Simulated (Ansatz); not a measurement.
# O on Ni(111): change of the work function, part 4 of 4

Aim: the work function of Ni(111) at several coverages of O (fcc site), and the dipole that each adsorbate carries.

Ansatz 0.2.0; plane-wave DFT, PBE, Ansatz PAW.

So far, work function, upper face (eV): step 2 (the clean slab) 5.07; step 3 (37 atoms, coverage 0.111 ML, cell 3x3) 5.35; step 4 (17 atoms, coverage 0.25 ML, cell 2x2) 5.73.

## Step 5: Adsorbate added, k-mesh 6×6×1, coverage 0.5 ML

System of this step: Ni8O (O/Ni(111)). The cell holds 18 atoms: 16 Ni and 2 O. Cell: a = 4.978 Å, b = 4.978 Å, c = 25.391 Å, α = 90.0°, β = 90.0°, γ = 60.0°. Vacuum lies along c.

Another coverage, to see how the dipoles act on each other as their distance changes.

input.yaml reads:

```yaml
crystal:
  lattice:
    - [4.9780317395, 0.0, 0.0]
    - [2.4890158698, 4.3111019473, 0.0]
    - [0.0, 0.0, 25.3914173362]
  atoms:
    - { symbol: Ni, position: [0.0, 0.0, 0.3544504775], spin: 0.7 }
    - { symbol: Ni, position: [0.1666666667, 0.1666666667, 0.4344882682], spin: 0.72 }
    - { symbol: Ni, position: [0.3333333333, 0.3333333333, 0.5142598816], spin: 0.72 }
    - { symbol: Ni, position: [0.0, 0.0, 0.5932306194], spin: 0.7 }
    - { symbol: Ni, position: [0.0, 0.5, 0.3544504775], spin: 0.7 }
    - { symbol: Ni, position: [0.1666666667, 0.6666666667, 0.4344882682], spin: 0.72 }
    - { symbol: Ni, position: [0.3333333333, 0.8333333333, 0.5142598816], spin: 0.72 }
    - { symbol: Ni, position: [0.0, 0.5, 0.5932306194], spin: 0.7 }
    - { symbol: Ni, position: [0.5, 0.0, 0.3544504775], spin: 0.7 }
    - { symbol: Ni, position: [0.6666666667, 0.1666666667, 0.4344882682], spin: 0.72 }
    - { symbol: Ni, position: [0.8333333333, 0.3333333333, 0.5142598816], spin: 0.72 }
    - { symbol: Ni, position: [0.5, 0.0, 0.5932306194], spin: 0.7 }
    - { symbol: Ni, position: [0.5, 0.5, 0.3544504775], spin: 0.7 }
    - { symbol: Ni, position: [0.6666666667, 0.6666666667, 0.4344882682], spin: 0.72 }
    - { symbol: Ni, position: [0.8333333333, 0.8333333333, 0.5142598816], spin: 0.72 }
    - { symbol: Ni, position: [0.5, 0.5, 0.5932306194], spin: 0.7 }
    - { symbol: O, position: [0.1666666667, 0.1666666667, 0.6455495225] }
    - { symbol: O, position: [0.6666666667, 0.1666666667, 0.6455495225] }
magnetization:
  spin_polarized: true
kpoints:
  mp_grid: { grid: [6, 6, 1] }
hamiltonian:
  xc: pbe
scf:
  occupations: { method: fermi_dirac, width: 0.1 }
  convergence: { dr2_threshold: 1.0e-08 }
efield:
  axis: 3
  dipole_correction: true
  ramp_position: 0.97
  ramp_width: 0.06
relax:
  f_tol: 0.02
  max_steps: 60
  constraints: [{ sites: [0, 1, 4, 5, 8, 9, 12, 13] }]
output:
  dos: { projected: true, e_range: [-8, 4] }
  write_potential: true
  write_density: true
  volumetric_format: npy
  elf: true
```

The run is started by

```sh
$ ansatz run input.yaml --threads 4 --pin off --max-ram 16384MiB --backend cpu --events-out ev --progress --plain --runs-dir out
```

Log:

```text
[...]
Crystal: 18 atoms, lattice volume = 544.920 Å³
Basis set: ecut = 420 eV, 10639 PW (Γ), exchange–correlation on 72×72×360 points (8 copies of the dense FFT grid, shifted against one another)
Bands: 187, of which v1, the nominal top of the filled ones, is band 150 counted from 1 (149 counted from 0)
[...]
- { symbol: Ni, position: [0.5, 0.500000, 0.354450] }
    - { symbol: Ni, position: [0.666667, 0.666667, 0.434488] }
    - { symbol: Ni, position: [0.834181, 0.831639, 0.515220] }
    - { symbol: Ni, position: [0.501524, 0.496952, 0.593580] }
    - { symbol: O, position: [0.163690, 0.172620, 0.638330] }
    - { symbol: O, position: [0.663690, 0.172620, 0.638330] }
[key lines of the parts left out:]
SCF converged after 13 iterations
Magnetization: 9.0814 μB (154.5407 up, 145.4593 down)
Free energy (F): -94564.437162 eV
Fermi energy:    2.333726 eV
Dipole field:    D = -0.046154 V/Å  (p = -0.138990 e·Å, saw-weighted, corrected)
Work function:   Φ+ = 6.2406 eV   Φ− = 5.0687 eV
```

The job ended after 14 min (4 threads of Arm Neoverse V1, shared host; peak memory 3.8 GiB).

Relaxation path:

```tsv
step	energy less that of the first step (eV)	largest force component (eV/Å)
1	0.0000	2.7849
2	-0.4127	2.1483
3	-0.8454	0.5649
4	-0.8647	0.1618
5	-0.8680	0.0070
```

The run keeps the 4 symmetry operations that the program found, so distortions that break them were not tested.

The atoms that moved most (Å):

```tsv
atom	dx	dy	dz	length
O18	0.000	0.026	-0.183	0.185
O17	0.000	0.026	-0.183	0.185
Ni4	0.000	-0.090	0.134	0.161
Ni12	0.000	-0.090	0.134	0.161
Ni11	0.000	-0.010	-0.024	0.026
Ni3	0.000	-0.010	-0.024	0.026
Ni7	0.000	-0.007	0.024	0.025
Ni15	0.000	-0.007	0.024	0.025
```

Final coordinates:

```xyz
18
Lattice="4.9780 0.0000 0.0000 2.4890 4.3111 0.0000 0.0000 0.0000 25.3914" Properties=species:S:1:pos:R:3
Ni    0.0000    0.0000    9.0000
Ni    1.2445    0.7185   11.0323
Ni    2.4890    1.4274   13.0333
Ni    0.0000   -0.0896   15.1967
Ni    1.2445    2.1556    9.0000
Ni    2.4890    2.8741   11.0323
Ni    3.7335    3.5853   13.0822
Ni    1.2445    2.1424   15.0718
Ni    2.4890    0.0000    9.0000
Ni    3.7335    0.7185   11.0323
Ni    4.9780    1.4274   13.0333
Ni    2.4890   -0.0896   15.1967
Ni    3.7335    2.1556    9.0000
Ni    4.9780    2.8741   11.0323
Ni    6.2225    3.5853   13.0822
Ni    3.7335    2.1424   15.0718
O     1.2445    0.7442   16.2081
O     3.7335    0.7442   16.2081
```

The density of states has structure finer than the step of the table below, so its rows give means over 0.25 eV. Peaks (eV: height): total -2.020: 53.4, -1.710: 52.6, -1.380: 54.0, -0.990: 49.9, -0.870: 67.7, -0.780: 64.1, -0.660: 64.7; up -2.200: 33.8, -2.110: 31.5, -2.020: 35.9, -1.290: 27.1, -1.110: 28.4, -0.870: 40.4, -0.690: 33.9; down -1.710: 28.4, -1.560: 31.7, -1.380: 33.8, -0.870: 27.3, -0.780: 38.4, -0.660: 30.7, 0.120: 32.1.

Table of density of states by energy, zero at the Fermi level; means over each step; values in states/eV a cell:

```tsv
energy (eV)	total	up	down
-7.75	0.989	0.502	0.487
-7.50	1.08	0.550	0.528
-7.25	1.86	0.910	0.949
-7.00	5.50	3.07	2.42
-6.75	5.76	2.86	2.90
-6.50	3.81	1.78	2.03
-6.25	6.24	3.41	2.83
-6.00	6.60	3.21	3.39
-5.75	8.88	4.85	4.03
-5.50	7.04	3.22	3.82
-5.25	8.48	4.21	4.27
-5.00	8.47	4.36	4.11
-4.75	9.02	5.02	4.00
-4.50	11.3	6.99	4.30
-4.25	11.8	8.00	3.80
-4.00	19.5	10.7	8.88
-3.75	20.4	14.9	5.57
-3.50	22.5	12.0	10.4
-3.25	27.6	14.8	12.8
-3.00	27.7	15.4	12.3
-2.75	30.3	16.7	13.6
-2.50	35.1	20.6	14.5
-2.25	39.8	25.0	14.8
-2.00	39.2	21.7	17.4
-1.75	39.2	17.6	21.6
-1.50	43.0	20.3	22.7
-1.25	43.2	23.9	19.3
-1.00	43.8	25.5	18.3
-0.75	56.6	32.3	24.3
-0.50	36.9	15.3	21.5
-0.25	27.0	6.11	20.9
0.00	28.5	6.98	21.5
0.25	22.0	3.02	19.0
0.50	11.0	2.41	8.62
0.75	9.26	4.47	4.79
1.00	8.41	4.54	3.86
1.25	5.67	1.79	3.89
1.50	4.71	1.92	2.79
1.75	4.39	1.57	2.82
```

The relaxation took 5 steps and lowered the energy by 0.87 eV; the largest force on the free atoms ends at 0.0070 eV/Å.

The covered face has 6.24 eV, +1.17 eV against the clean one; the bare back face has moved by -0.01 eV, a measure of how thin the slab is.

## Step 6: Adsorbate added, k-mesh 12×12×1, coverage 1 ML

System of this step: Ni4O (O/Ni(111)). The cell holds 5 atoms: 4 Ni and 1 O. Its edges and angles: a = 2.489 Å, b = 2.489 Å, c = 25.391 Å, α = 90.0°, β = 90.0°, γ = 60.0°. Vacuum lies along c.

Another coverage, to see how the dipoles act on each other as their distance changes.

input.yaml, the sections that differ from step 5:

```yaml
crystal:
  lattice:
    - [2.4890158698, 0.0, 0.0]
    - [1.2445079349, 2.1555509736, 0.0]
    - [0.0, 0.0, 25.3914173362]
  atoms:
    - { symbol: Ni, position: [0.0, 0.0, 0.3544504775], spin: 0.7 }
    - { symbol: Ni, position: [0.3333333333, 0.3333333333, 0.4344882682], spin: 0.72 }
    - { symbol: Ni, position: [0.6666666667, 0.6666666667, 0.5142598816], spin: 0.72 }
    - { symbol: Ni, position: [0.0, 0.0, 0.5932306194], spin: 0.7 }
    - { symbol: O, position: [0.3333333333, 0.3333333333, 0.6455495225] }
kpoints:
  mp_grid: { grid: [12, 12, 1] }
relax:
  f_tol: 0.02
  max_steps: 60
  constraints: [{ sites: [0, 1] }]
output:
  write_potential: true
  write_density: true
  volumetric_format: npy
# magnetization, hamiltonian, scf, efield: as in step 5
```

Log:

```text
[...]
Crystal: 5 atoms, lattice volume = 136.230 Å³
Basis set: ecut = 420 eV, 2551 PW (Γ), exchange–correlation on 36×36×360 points (8 copies of the dense FFT grid, shifted against one another)
Bands: 49, of which v1, the nominal top of the filled ones, is band 39 counted from 1 (38 counted from 0)
[...]
atoms:
    - { symbol: Ni, position: [-1.480297e-17, -1.480297e-17, 0.3544504775] }
    - { symbol: Ni, position: [0.333333, 0.333333, 0.434488] }
    - { symbol: Ni, position: [0.666667, 0.666667, 0.514379] }
    - { symbol: Ni, position: [-9.815399e-18, -1.480297e-17, 0.597044] }
    - { symbol: O, position: [0.333333, 0.333333, 0.640380] }
[key lines of the parts left out:]
SCF converged after 14 iterations
Magnetization: 2.3304 μB (40.1652 up, 37.8348 down)
Free energy (F): -23923.518637 eV
Fermi energy:    2.460761 eV
Dipole field:    D = -0.075118 V/Å  (p = -0.056553 e·Å, saw-weighted, corrected)
Work function:   Φ+ = 6.9695 eV   Φ− = 5.0622 eV
```

Wall time 60 s (4 threads); peak memory 0.58 GiB; 3.9 min of CPU time.

Relaxation path:

```tsv
step	energy less that of the first step (eV)	largest force component (eV/Å)
1	0.0000	2.9656
2	-0.1708	2.3291
3	-0.2977	1.6084
4	-0.3601	0.1658
5	-0.3615	0.0025
```

Forces are held to the 6 operations that the program found; a distortion that breaks them can't arise in this run.

The atoms that moved most (Å):

```tsv
atom	dx	dy	dz	length
O5	0.000	0.000	-0.131	0.131
Ni4	0.000	0.000	0.097	0.097
```

The relaxed structure:

```xyz
5
Lattice="2.4890 0.0000 0.0000 1.2445 2.1556 0.0000 0.0000 0.0000 25.3914" Properties=species:S:1:pos:R:3
Ni    0.0000    0.0000    9.0000
Ni    1.2445    0.7185   11.0323
Ni    2.4890    1.4370   13.0608
Ni    0.0000    0.0000   15.1598
O     1.2445    0.7185   16.2602
```

Running mean over 2.032 Å of the planar mean; the ramp of the sawtooth is left out. Electron's electrostatic potential energy less the Fermi level against z:

```tsv
z (Å)	electron's electrostatic potential energy less the Fermi level (eV)
3.0	5.06
3.5	5.06
4.0	5.06
4.5	5.06
5.0	5.06
5.5	5.05
6.0	5.01
6.5	4.88
7.0	4.37
7.5	2.24
8.0	-3.21
8.5	-8.38
9.0	-10.1
9.5	-10.3
10.0	-10.3
10.5	-10.3
11.0	-10.4
11.5	-10.4
12.0	-10.4
12.5	-10.4
13.0	-10.3
13.5	-10.2
14.0	-10.0
14.5	-10.6
15.0	-12.5
15.5	-14.3
16.0	-10.9
16.5	-4.26
17.0	0.775
17.5	4.83
18.0	6.67
18.5	6.93
19.0	6.96
19.5	6.97
20.0	6.97
20.5	6.97
21.0	6.97
21.5	6.97
22.0	6.97
```

The relaxation took 5 steps and lowered the energy by 0.36 eV; the largest force on the free atoms ends at 0.0025 eV/Å.

The covered face has 6.97 eV, +1.90 eV against the clean one; the bare back face has moved by -0.02 eV, a measure of how thin the slab is.

## Step 7: Work function against coverage

This step: plane-wave DFT, PBE, Ansatz PAW; work function against coverage (Ansatz 0.2.0).

The runs are now put side by side.

This step gave:

```
work function of the clean face     : 5.072 eV
largest change of the work function : 1.897 eV
```

Work function of the covered face against coverage:

```tsv
coverage (adsorbates/nm²)	work function of the covered face (eV)
0.00	5.07
2.07	5.35
4.66	5.73
9.32	6.24
18.64	6.97
```

The dipole per adsorbate comes from the change of the cell's dipole. Coverage, by row:

```tsv
coverage (1/nm²)	coverage (ML)	work function (eV)	change (eV)	dipole per adsorbate, positive end outwards (debye)	mean height of the added atoms over the highest substrate atom (Å)
2.071	0.1111	5.345	0.2733	-0.357	1.083
4.66	0.25	5.725	0.653	-0.377	1.094
9.319	0.5	6.241	1.169	-0.337	1.011
18.64	1	6.97	1.897	-0.273	1.1
```

## Step 8: Outcome

| Quantity | Value |
| --- | --- |
| work function of the clean face | 5.07 eV |
| work function at 0.11 ML | 5.35 eV |
| work function at 0.25 ML | 5.73 eV |
| work function at 0.5 ML | 6.24 eV |
| work function at 1 ML | 6.97 eV |
| dipole per adsorbate at 0.11 ML, positive end outwards | -0.36 D |

What this shows: O raises the work function of Ni(111) at the lowest coverage, by 0.27 eV: the adsorbate layer has its negative end outwards. The slab has 4 layers, at the tabulated experimental lattice constant, one starting site was run, and quantum-size effects of a slab this thin can reach one or two tenths of an eV. The magnetic order is the one reached from the typed start; other orders were not compared.

[Long decimals in the printed logs are rounded to 6 places.]

[Logs are printed without paths, hosts, clocks, repeated set-up lines and the standing remarks that a program may print on its own settings, such as how far it seeks lower states.]

[Hosts, paths, dates, database ids (printed as entryN), source tags and the programs' standing remarks are cut or masked in the printed files.]

[Maps of the electrostatic potential energy from Ansatz leave out the sawtooth potential of an applied field or a dipole correction, so their vacuum need not be flat; planar profiles and work functions include it.]
